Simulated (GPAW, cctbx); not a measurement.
# YTl2CuI6: what bonding does to one electron reflection, worked out

YTl2CuI6, Fm-3m (no. 225), a = 11.7929 Å, b = 11.7929 Å, c = 11.7929 Å, α = 90.00°, β = 90.00°, γ = 90.00°.

```csv
atom,mult.,x,y,z
Tl1,8,1/4,3/4,3/4
I1,24,0,0,0.7556
Y1,4,1/2,0,0
Cu1,4,0,0,0
```

The cell comes from substitution in a known structure type and wasn't matched to any measured phase.

A DFT run (GPAW, PBE, 450 eV, 3×3×3 k-points, Fermi–Dirac width 0.05 eV) gives the static X-ray structure factor of 020 as 36.554 e for the conventional cell; superposed free atoms give 34.582 e. **Problem.** Find the Fourier component V of the crystal potential and the two-beam extinction distance at 200 kV in both cases.

**1. Geometry**

The cell volume is Ω = 1640.05 Å³ and d(020) = 5.8964 Å, so g = 1/d = 0.1696 Å⁻¹.

**2. The nuclei**

Electrons feel nuclei as well as electrons, so the nuclear charges are summed with the same phases.

Phase sums Σ exp(2πi h·x), turned so that the total is real and positive: Tl -8.000, I +8.020, Y +4.000, Cu +4.000. Then F_Z = 81 × (-8.000) + 53 × (+8.020) + 39 × (+4.000) + 29 × (+4.000) = 49.06 e. The electron term has the same sign for this reflection.

**3. Mott–Bethe**

Poisson's equation, term by term, gives V = (e/4πε₀)(F_Z − F)/(πΩg²), with e/4πε₀ = 14.3996 V Å.

The prefactor is 14.3996 × 5.8964²/(π × 1640.05) = 0.09717 V per electron. Free atoms: (49.06 − 34.582) × 0.09717 = 1.407 V. Crystal: (49.06 − 36.554) × 0.09717 = 1.215 V. F changes by +5.70 % and V by -13.6 %: the same 1.97 e is measured against F_Z − F = 14.5 e in place of F = 34.6 e.

**4. Extinction distance**

In the two-beam case ξ = 1/(λU) with U = 2γm₀eV/h², that is ξ = 150.41 V Å²/(γλV).

At 200 kV, λ = 0.02508 Å and γ = 1.3914. Free atoms: ξ = 3064 Å. Crystal: ξ = 3548 Å. The thickness fringes go as sin²(πt/ξ), so the two patterns slip by a quarter of a period when t|1/ξ₁ − 1/ξ₀| = 1/4, at t ≈ 562 nm. Thermal motion, absorption and many-beam coupling, left out here, change a real pattern.

**5. Answer**

V(020) is 1.21 V against 1.41 V, and ξ is 3548 against 3064 Å. Limits: static atoms, two beams.

[Outputs are excerpts: Python notices, other lines and further rows are left out; steps that failed or that the build refused (PBEsol, TPSS) are not shown.]

[Logs are printed without paths, hosts, clocks, repeated set-up lines and the standing remarks that a program may print on its own settings, such as how far it seeks lower states.]
